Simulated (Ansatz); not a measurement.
**What Tl2S (model cell, started as cuprite) distorts into**

Wanted: the energy along a soft mode of Tl2S (model cell, started as cuprite) and the structure at the end.

Main program and level: Ansatz 0.2.0; DFT PBEsol, scalar-relativistic, plane waves, PAW.

Most raw output is cut from this account.

The structure was built from a prototype and need not be the compound's stable phase.

### Step 1. Set-up

The structure is cubic, space group Pn-3m (No. 224). Conventional cell: a = 6.637 Å, b = 6.637 Å, c = 6.637 Å, α = 90.00°, β = 90.00°, γ = 90.00°. S has 4 Tl at 2.87 Å nearest. Nearest to Tl lie 2 S at 2.87 Å. Farther neighbours and most contacts between anions are not listed.

### Step 2. The dispersion

The cell comes from relaxations at this level that are not shown. Stability and thermal properties need the whole zone. Linear response on a 2×2×2 q mesh gives force constants as far as a supercell of that size would.

Input file input.yaml:

```yaml
crystal:
  lattice:
    - [6.6368285313, 0.0, 0.0]
    - [0.0, 6.6368285313, 0.0]
    - [0.0, 0.0, 6.6368285313]
  atoms:
    - { symbol: S, position: [0.0, 0.0, 0.0] }
    - { symbol: S, position: [0.5, 0.5, 0.5] }
    - { symbol: Tl, position: [0.25, 0.25, 0.25] }
    - { symbol: Tl, position: [0.75, 0.75, 0.25] }
    - { symbol: Tl, position: [0.75, 0.25, 0.75] }
    - { symbol: Tl, position: [0.25, 0.75, 0.75] }
kpoints:
  mp_grid: { grid: [6, 6, 6] }
hamiltonian:
  xc: pbesol
scf:
  occupations: { method: methfessel_paxton, width: 0.2 }
output:
  eigenvalues: true
phonons:
  method: dfpt
  qmesh: [2, 2, 2]
  temperatures: { t_max: 1000, t_step: 50 }
  qpath:
    path:
      - [[0.0, 0.0, 0.0], [0.0, 0.5, 0.0], [0.5, 0.5, 0.0], [0.0, 0.0, 0.0], [0.5, 0.5, 0.5], [0.0, 0.5, 0.0]]
      - [[0.5, 0.5, 0.5], [0.5, 0.5, 0.0]]
    npoints: 10
```

Command:

```
ansatz run input.yaml --threads 8 --pin off --max-ram 14336MiB --backend cpu --events-out ev --progress --plain --runs-dir out
```

It took 4.4 min on 8 threads of Arm Neoverse N1, shared host; peak memory 3.3 GiB.

This step gave:

```yaml
volume_per_atom: 48.72 Å³
gap_on_the_k_mesh: 0 eV
sum_rule_residual_before_enforcement: 2.31e-5 eV/Å²
lowest_frequency_on_the_path: -147.2 cm⁻¹
point_group: m-3m
highest_frequency_on_the_path_or_at_a_solved_wavevector: 134.1 cm⁻¹
highest_optical_mode_at_the_zone_centre_no_lo_to_term: 82.66 cm⁻¹
lowest_optical_zone_centre_mode: -147.2 cm⁻¹
lowest_mode_on_the_q_mesh_acoustic_modes_at_gamma_apart: -147.2 cm⁻¹
```

Frequencies (cm⁻¹) solved at each irreducible wavevector; negative means imaginary. Frequencies by wavevector, by row:

| q in reciprocal lattice units | star | mode 1 | mode 2 | mode 3 | mode 4 | mode 16 | mode 17 | mode 18 |
| --- | --- | --- | --- | --- | --- | --- | --- | --- |
| 0 0 0 | 1 | -147.2 | -147.2 | -147.2 | -44.4 | 82.3 | 82.3 | 82.7 |
| 0 0 -0.5 | 3 | -75.3 | -75.3 | -43.5 | -43.5 | 97.2 | 127 | 127 |
| 0 -0.5 -0.5 | 3 | -86.4 | -86.4 | -42.4 | -42.4 | 76.3 | 133.1 | 133.1 |
| -0.5 -0.5 -0.5 | 1 | -129.5 | -129.5 | -129.5 | -40.9 | 117.2 | 117.2 | 117.2 |

Interpolated from a 2×2×2 q mesh. The phonon branches at the labelled points (cm⁻¹):

| point | branch 1 | branch 2 | branch 3 | branch 4 | branch 15 | branch 16 | branch 17 | branch 18 |
| --- | --- | --- | --- | --- | --- | --- | --- | --- |
| Γ | -147 | -147 | -147 | -44 | 82 | 82 | 82 | 83 |
| halfway | -118 | -118 | -100 | -44 | 69 | 108 | 108 | 109 |
| X | -75 | -75 | -44 | -44 | 97 | 97 | 127 | 127 |
| halfway | -77 | -77 | -48 | -48 | 86 | 86 | 131 | 131 |
| M | -86 | -86 | -42 | -42 | 76 | 76 | 133 | 133 |
| halfway | -104 | -99 | -68 | -44 | 67 | 100 | 118 | 127 |
| Γ | -147 | -147 | -147 | -44 | 82 | 82 | 82 | 83 |
| halfway | -102 | -102 | -55 | -42 | 74 | 99 | 126 | 126 |
| R | -130 | -130 | -130 | -41 | 88 | 117 | 117 | 117 |
| halfway | -100 | -94 | -77 | -40 | 74 | 110 | 126 | 130 |
| X | -75 | -75 | -44 | -44 | 97 | 97 | 127 | 127 |
| jump to R | -130 | -130 | -130 | -41 | 88 | 117 | 117 | 117 |
| halfway | -111 | -111 | -101 | -40 | 80 | 111 | 126 | 126 |
| M | -86 | -86 | -42 | -42 | 76 | 76 | 133 | 133 |

Symmetry leaves 4 wavevectors to solve. The lowest mode among them, the acoustic zeros apart, lies at Γ and is imaginary, 147.2i cm⁻¹, so the energy falls along it.

### Step 3. The mode frozen in, largest atomic shift 0 Å

The mode followed lies at Γ with frequency 147.2i cm⁻¹ and is 3-fold degenerate, the softest among the wavevectors solved. At small amplitude the distorted cell has space group no. 160 by a symmetry search on the positions. The undistorted cell that holds it gives the zero of energy on the same k mesh.

input.yaml, the sections that differ from step 2:

```yaml
output:
  forces: true
  stress: true
  eigenvalues: true
# crystal, kpoints, hamiltonian, scf: as in step 2
# phonons: removed
```

Elapsed: 3.1 s, on 8 threads; peak memory 0.93 GiB; 22 s of CPU time.

Numbers from this step:

```yaml
pressure: -0.004849 GPa
energy_from_the_undistorted_cell: 0 meV/atom
```

The run ends at a pressure of 0.00 GPa.

### Step 4. The mode frozen in, largest atomic shift 0.32 Å

The atoms are moved along the unstable eigenvector, the largest shift by 0.32 Å, with the cell fixed.

input.yaml, the sections that differ from step 3:

```yaml
crystal:
  lattice:
    - [6.6368285313, 0.0, 0.0]
    - [0.0, 6.6368285313, 0.0]
    - [0.0, 0.0, 6.6368285313]
  atoms:
    - { symbol: S, position: [-0.0278374054, -0.0278374054, 0.0278374054] }
    - { symbol: S, position: [0.4721625946, 0.4721625946, 0.5278374054] }
    - { symbol: Tl, position: [0.2521833526, 0.2521833526, 0.2476008215] }
    - { symbol: Tl, position: [0.7519675267, 0.7519675267, 0.2480324733] }
    - { symbol: Tl, position: [0.7523991785, 0.2521833526, 0.7478166474] }
    - { symbol: Tl, position: [0.2521833526, 0.7523991785, 0.7478166474] }
# kpoints, hamiltonian, scf, output: as in step 3
```

The job ended after 6.7 s (8 threads; peak memory 0.94 GiB; 50 s of CPU time).

This step gave:

```
pressure                         : 0.1980 GPa
gap on the k-mesh                : 0.4719 eV
energy from the undistorted cell : -22.84 meV/atom
```

The energy, extrapolated to zero smearing, is -22.84 meV/atom against the undistorted cell.

The run ends at a pressure of 0.20 GPa, with forces up to 0.65 eV/Å.

### Step 5. Energy along the mode, all amplitudes (two of the runs are shown above)

An imaginary frequency means negative curvature, so the energy should fall and then rise again as anharmonic terms take over.

This step gave:

```
depth at the lowest point sampled  : 22.84 meV/atom
largest atomic shift at that point : 0.32 Å
```

Energy from the parent against largest atomic shift:

| largest atomic shift (Å) | energy from the parent (meV/atom) |
| --- | --- |
| 0.000 | 0 |
| 0.040 | -0.762 |
| 0.080 | -2.89 |
| 0.140 | -7.79 |
| 0.220 | -15.3 |
| 0.320 | -22.8 |
| 0.450 | -18.6 |
| 0.600 | 28.5 |

Displacement at unit largest shift by atom:

| atom | x (Å) | y (Å) | z (Å) | size |
| --- | --- | --- | --- | --- |
| S1 | -0.577 | -0.577 | 0.577 | 0.999 |
| S2 | -0.577 | -0.577 | 0.577 | 0.999 |
| Tl3 | 0.045 | 0.045 | -0.050 | 0.081 |
| Tl4 | 0.041 | 0.041 | -0.041 | 0.071 |
| Tl5 | 0.050 | 0.045 | -0.045 | 0.081 |
| Tl6 | 0.045 | 0.050 | -0.045 | 0.081 |

The lowest of the steps tried is at 0.32 Å, 22.8 meV/atom below the parent; the bottom of the well need not coincide with a step.

### Step 6. Relaxation from the frozen mode

Starting from the lowest point found, all atoms and the cell are let go, so that strain and other modes of the same symmetry can join in.

input.yaml: that of step 4 with these lines changed.

```diff
@@ -22 +22,10 @@
   eigenvalues: true
+  write_density: true
+  write_potential: true
+  elf: true
+  volumetric_format: npy
+relax:
+  adjacent_minimum: "off"
+  f_tol: 0.002
+  max_steps: 120
+  cell: { stress_tol: 0.03 }
```

It took 2.2 min on 8 threads; peak memory 1 GiB; 17 min of CPU time.

Relaxation path:

| step | energy less that of the first step (eV) | largest force component (eV/Å) | pressure (GPa) | volume (Å³) |
| --- | --- | --- | --- | --- |
| 1 | 0.0000 | 0.3781 | 0.20 | 292.34 |
| 2 | -0.2303 | 0.3637 | -0.33 | 294.18 |
| 3 | -0.4572 | 0.3437 | -0.84 | 292.44 |
| 4 | -0.6854 | 0.2921 | -1.28 | 286.84 |
| 5 | -0.9379 | 0.2322 | -1.54 | 276.25 |
| 6 | -1.2136 | 0.1759 | -1.60 | 260.83 |
| 7 | -1.5090 | 0.1189 | -1.46 | 240.53 |
| 8 | -1.7896 | 0.0564 | -0.98 | 214.15 |
| 9 | -1.8714 | 0.1757 | 0.72 | 187.20 |
| 10 | -1.9638 | 0.2453 | 0.51 | 184.85 |
| 11 | -1.9675 | 0.3009 | -0.05 | 186.59 |
| 12 | -2.0037 | 0.0832 | -0.56 | 189.97 |
| 13 | -2.0169 | 0.0271 | 0.06 | 185.15 |
| 14 | -2.0180 | 0.0130 | 0.00 | 184.68 |
| 15 | -2.0183 | 0.0016 | 0.00 | 184.96 |
| 16* | -2.0141 | 0.0014 | -0.03 | 184.96 |
| 17 | -2.0142 | 0.0015 | 0.01 | 184.66 |
| 18* | -2.0141 | 0.0015 | 0.01 | 184.66 |

Relaxation steps marked * repeat the geometry before them on a plane-wave basis chosen anew for their cell, so energy and pressure can jump there.

Forces are held to the 6 operations that the run works with; a distortion that breaks them can't arise in this run.

| cell as run | before | after | change |
| --- | --- | --- | --- |
| a (Å) | 6.637 | 5.810 | -12.5 % |
| b (Å) | 6.637 | 5.810 | -12.5 % |
| c (Å) | 6.637 | 5.810 | -12.5 % |
| α (°) | 90.00 | 102.11 | +13.5 % |
| β (°) | 90.00 | 102.11 | +13.5 % |
| γ (°) | 90.00 | 77.89 | -13.5 % |
| volume (Å³/atom) | 48.72 | 30.78 | -36.8 % |

The atoms that moved most (Å, as changes of fractional coordinates times the final cell):

| atom | dx | dy | dz | length |
| --- | --- | --- | --- | --- |
| S2 | -0.738 | -0.738 | 0.738 | 1.278 |
| Tl5 | 0.617 | 0.330 | -0.330 | 0.774 |
| Tl6 | 0.330 | 0.617 | -0.330 | 0.774 |
| Tl3 | 0.330 | 0.330 | -0.617 | 0.774 |
| S1 | -0.280 | -0.280 | 0.280 | 0.485 |
| Tl4 | -0.259 | -0.259 | 0.259 | 0.449 |

This step gave:

- pressure: 0.005055 GPa
- volume per atom: 30.78 Å³
- gap on the k-mesh: 0.2095 eV

Electrostatic potential energy in the ac plane at fractional y = 0.295, with atoms of Tl within 0.2 Å of it. With pseudopotentials it is smooth inside the atoms' cores, unlike the true potential.

Ten even steps from '_' (-39 eV) to '@' (11 eV), each cell a mean:
```
@@@@%%%%##%%@@@@@@@@@@@@@@@@@@@@
%%@@@@@@@@@@@@@@@@@@@@@@%%##**##
##@@@@@@@@@@@@@@@@@@@@%%++::..--
++%%@@@@@@%%####%%@@%%++..______
++%%@@@@##==::--##@@%%--________
##@@@@%%++....::**%%%%==______::
%%@@@@%%++....--##@@%%**::..--**
@@@@@@@@##====##@@@@@@%%####%%%%
@@@@@@@@@@%%%%@@@@@@@@@@@@@@@@@@
@@@@@@@@@@%%@@@@@@@@@@@@@@@@@@@@
@@@@@@%%##**##%%@@@@@@@@@@@@@@@@
@@@@%%++....::**%%@@@@@@@@@@@@@@
@@%%**..______==%%@@@@@@@@@@@@@@
@@%%==________==%%@@@@@@@@@@@@@@
@@%%==______::##@@@@@@@@@@@@@@@@
@@%%##--::--**%%@@@@@@@@@@@@@@@@
```
Columns run along a (5.8 Å; values clipped at the 3rd and 97th percentile), rows up along c (5.8 Å). Atoms in or near the plane, at fractional coordinates: Tl at (0.30, 0.15), Tl at (0.85, 0.70).

Valence density in the ac plane at fractional y = 0.295, with atoms of Tl within 0.2 Å of it. It is the smooth field of the valence electrons, not physical close to the nuclei.

Ten steps, logarithmic in the rise over the least value, from '0' (0.0 e/Å³) to '9' (7.4 e/Å³), each cell a mean:
```
2233432100001122
3222221110012444
4211223321135776
5312344432357997
5222455543368998
4223555553368987
2123555543346764
1113455432234432
0012344321111110
0012333210000000
0013454310000000
0135776421000000
0257998531000000
1358998520000000
1357987420000000
1246664210000001
```
Columns run along a (5.8 Å), rows up along c (5.8 Å). Atoms in or near the plane, at fractional coordinates: Tl at (0.30, 0.15), Tl at (0.85, 0.70).

ELF in the ac plane at fractional y = 0.295, with atoms of Tl within 0.2 Å of it. It is the smooth field of the valence electrons, not physical close to the nuclei.

Values, 16 rows by 16 columns, each cell a mean:
```
0.18 0.19 0.30 0.37 0.38 0.33 0.24 0.15 0.08 0.05 0.04 0.07 0.15 0.22 0.25 0.23
0.30 0.20 0.16 0.20 0.19 0.17 0.19 0.24 0.23 0.13 0.09 0.18 0.30 0.36 0.38 0.36
0.40 0.28 0.13 0.11 0.22 0.42 0.58 0.65 0.56 0.29 0.17 0.29 0.39 0.35 0.32 0.39
0.43 0.31 0.14 0.25 0.58 0.79 0.84 0.84 0.75 0.42 0.22 0.35 0.29 0.09 0.06 0.26
0.42 0.27 0.18 0.52 0.81 0.84 0.78 0.82 0.82 0.49 0.25 0.35 0.16 0.02 0.03 0.23
0.37 0.20 0.28 0.71 0.85 0.70 0.53 0.75 0.83 0.49 0.26 0.35 0.21 0.07 0.13 0.37
0.29 0.15 0.39 0.77 0.84 0.71 0.63 0.80 0.79 0.44 0.24 0.35 0.39 0.35 0.39 0.40
0.17 0.13 0.42 0.74 0.84 0.84 0.83 0.82 0.68 0.33 0.20 0.30 0.37 0.39 0.37 0.32
0.07 0.10 0.29 0.52 0.65 0.70 0.68 0.59 0.39 0.17 0.11 0.19 0.26 0.28 0.24 0.15
0.03 0.06 0.13 0.22 0.28 0.30 0.29 0.25 0.17 0.08 0.05 0.07 0.09 0.09 0.07 0.04
0.03 0.08 0.17 0.25 0.30 0.31 0.31 0.27 0.20 0.10 0.04 0.03 0.03 0.04 0.03 0.03
0.06 0.17 0.31 0.38 0.33 0.28 0.36 0.39 0.30 0.16 0.05 0.03 0.03 0.04 0.04 0.04
0.11 0.26 0.39 0.30 0.09 0.05 0.21 0.42 0.34 0.19 0.06 0.03 0.04 0.05 0.06 0.06
0.15 0.31 0.40 0.18 0.02 0.03 0.20 0.42 0.34 0.17 0.05 0.03 0.05 0.06 0.07 0.07
0.17 0.31 0.40 0.25 0.09 0.14 0.36 0.39 0.29 0.11 0.04 0.03 0.05 0.06 0.07 0.09
0.15 0.27 0.38 0.42 0.39 0.41 0.40 0.31 0.17 0.06 0.03 0.03 0.06 0.08 0.11 0.11
```
Columns run along a (5.8 Å), rows up along c (5.8 Å). Atoms in or near the plane, at fractional coordinates: Tl at (0.30, 0.15), Tl at (0.85, 0.70).

The distorted start has space group R3m; the relaxation ends in R3m.

### Step 7. The new phase in its own primitive cell

The relaxed structure is symmetrised, reduced to its primitive cell and relaxed tightly, as its phonons need.

Input file input.yaml:

```yaml
crystal:
  lattice:
    - [3.6521537895, 2.1085719735, 3.9964975706]
    - [-3.6521537895, 2.1085719735, 3.9964975706]
    - [0.0, -4.217143947, 3.9964975706]
  atoms:
    - { symbol: S, position: [0.9317100893, 0.9317100893, 0.9317100893] }
    - { symbol: S, position: [0.3655430653, 0.3655430653, 0.3655430653] }
    - { symbol: Tl, position: [0.2951260718, 0.8510001063, 0.2951260718] }
    - { symbol: Tl, position: [0.7145531951, 0.7145531951, 0.7145531951] }
    - { symbol: Tl, position: [0.8510001063, 0.2951260718, 0.2951260718] }
    - { symbol: Tl, position: [0.2951260718, 0.2951260718, 0.8510001063] }
kpoints:
  mp_grid: { grid: [6, 6, 6] }
hamiltonian:
  xc: pbesol
scf:
  occupations: { method: methfessel_paxton, width: 0.2 }
output:
  forces: true
  stress: true
  eigenvalues: true
relax:
  adjacent_minimum: "off"
  f_tol: 0.001
  max_steps: 60
  cell: { stress_tol: 0.01 }
```

It took 32 s on 8 threads; peak memory 0.77 GiB.

Little changed from the start: no atom moved by 0.005 Å and no cell edge by 0.1 %.

This step gave:

```yaml
pressure: -1.24e-4 GPa
volume_per_atom: 30.77 Å³
gap_on_the_k_mesh: 0.2133 eV
direct_gap_on_mesh: 0.3679 eV
```

The largest force component left is 0.050 meV/Å and the pressure is 0.000 GPa, within the tolerances set. The cell now holds 30.77 Å³/atom.

### Step 8. Modes of the new phase

A relaxed structure may still be a saddle point, so its zone-centre modes are computed. No field response is asked.

Input file input.yaml:

```yaml
crystal:
  lattice:
    - [3.650122569, 2.1073992478, 3.9998538757]
    - [-3.650122569, 2.1073992478, 3.9998538757]
    - [0.0, -4.2147984955, 3.9998538757]
  atoms:
    - { symbol: S, position: [0.9315274856, 0.9315274856, 0.9315274856] }
    - { symbol: S, position: [0.3655740987, 0.3655740987, 0.3655740987] }
    - { symbol: Tl, position: [0.295189315, 0.8510481257, 0.295189315] }
    - { symbol: Tl, position: [0.7145302596, 0.7145302596, 0.7145302596] }
    - { symbol: Tl, position: [0.8510481257, 0.295189315, 0.295189315] }
    - { symbol: Tl, position: [0.295189315, 0.295189315, 0.8510481257] }
kpoints:
  mp_grid: { grid: [6, 6, 6] }
hamiltonian:
  xc: pbesol
scf:
  occupations: { method: methfessel_paxton, width: 0.2 }
output:
  eigenvalues: true
phonons:
  method: dfpt
```

Run time: 2.8 min. Hardware: 8 threads; peak memory 2.7 GiB.

Numbers from this step:

```
sum-rule residual before enforcement                    : 7.32e-5 eV/Å²
point group                                             : 3m
highest optical mode at the zone centre (no LO-TO term) : 194.5 cm⁻¹
lowest optical zone-centre mode                         : -38.77 cm⁻¹
```

Patterns of degenerate modes are one choice out of their space. The modes at Γ (shares of kinetic energy by element, %) (negative means imaginary):

| mode | frequency (cm⁻¹) | symmetry | S % | Tl % |
| --- | --- | --- | --- | --- |
| 1 | -38.8 | E | 61 | 39 |
| 2 | -38.8 | E | 61 | 39 |
| 3 | -29.5 | A2 | 0 | 100 |
| 4 | 0.0 | acoustic | 7 | 93 |
| 5 | 0.0 | acoustic | 7 | 93 |
| 6 | 0.0 | acoustic | 7 | 93 |
| 7 | 13.7 | E | 12 | 88 |
| 8 | 13.7 | E | 12 | 88 |
| 9 | 17.1 | E | 1 | 99 |
| 10 | 17.1 | E | 1 | 99 |
| 11 | 41.4 | A1 | 11 | 89 |
| 12 | 53.5 | E | 37 | 63 |
| 13 | 53.5 | E | 37 | 63 |
| 14 | 75.6 | A1 | 10 | 90 |
| 15 | 130.0 | E | 82 | 18 |
| 16 | 130.0 | E | 82 | 18 |
| 17 | 186.7 | A1 | 84 | 16 |
| 18 | 194.5 | A1 | 88 | 12 |

Displacements in mode 2 (-38.8 cm⁻¹), the largest set to 1:
```
S1   0.00  1.00  0.00
S2   0.00  0.31  0.00
Tl3 -0.15 -0.10  0.03
Tl4  0.00 -0.15  0.00
Tl5  0.15 -0.10  0.03
Tl6  0.00  0.15 -0.05
```

Displacements in mode 3 (-29.5 cm⁻¹), the largest set to 1:
```
S1   0.00  0.00  0.00
S2   0.00  0.00  0.00
Tl3 -0.50 -0.87  0.00
Tl4  0.00  0.00  0.00
Tl5 -0.50  0.87  0.00
Tl6  1.00  0.00  0.00
```

Before it was imposed, the acoustic sum rule was missed by 7.3e-5 eV/Å². Small misses are needed for a sound result but don't prove that mesh and cutoff are converged. The lowest optical mode is imaginary, 38.8i cm⁻¹, so the energy falls along it.

### Step 9. Outcome

- unstable mode of the parent: q = (0, 0, 0), 147i cm⁻¹
- depth at the lowest point sampled: 22.8 meV/atom
- largest atomic shift at that point: 0.32 Å
- space group reached (within 0.01 Å): R3m
- energy gained over the parent (first relaxation, on the mesh of the frozen mode): 358 meV/atom
- volume per atom, phase reached: 30.8 Å³
- gap on the k-mesh, phase reached: 0.213 eV
- lowest optical zone-centre mode, phase reached: -38.8 cm⁻¹
- highest optical mode at the zone centre (no LO-TO term), phase reached: 194 cm⁻¹

In words: Along this mode the structure falls into R3m, 358 meV/atom below the parent. At the parent's cell the well is 22.84 meV/atom deep on the steps tried, with its lowest point at a shift of 0.32 Å. Relaxing atoms and cell changes the gain by +335.43 meV/atom against the lowest step (energies at zero smearing). Most of the total comes from this relaxation. The new phase still has an imaginary mode at the zone centre of its cell, so it is a saddle point on the way to a lower structure. Of the 5 patterns followed to their end from this parent, this one ends 160 meV/atom above the lowest, P4/nmm. Each path keeps the symmetry of its pattern, so a lower phase may lie along a pattern not tried. With no gap, or one that is small against the smearing, the frequencies hang on the k mesh and the smearing, most of all near Kohn anomalies. Spin-orbit coupling is left out, which can matter for the heavy elements here. The starting cell was built on a prototype and not taken from a measurement, so the phase need not exist.

[Logs are printed without paths, hosts, clocks, repeated set-up lines and the standing remarks that a program may print on its own settings, such as how far it seeks lower states.]

[Hosts, paths, dates, database ids (printed as entryN), source tags and the programs' standing remarks are cut or masked in the printed files.]
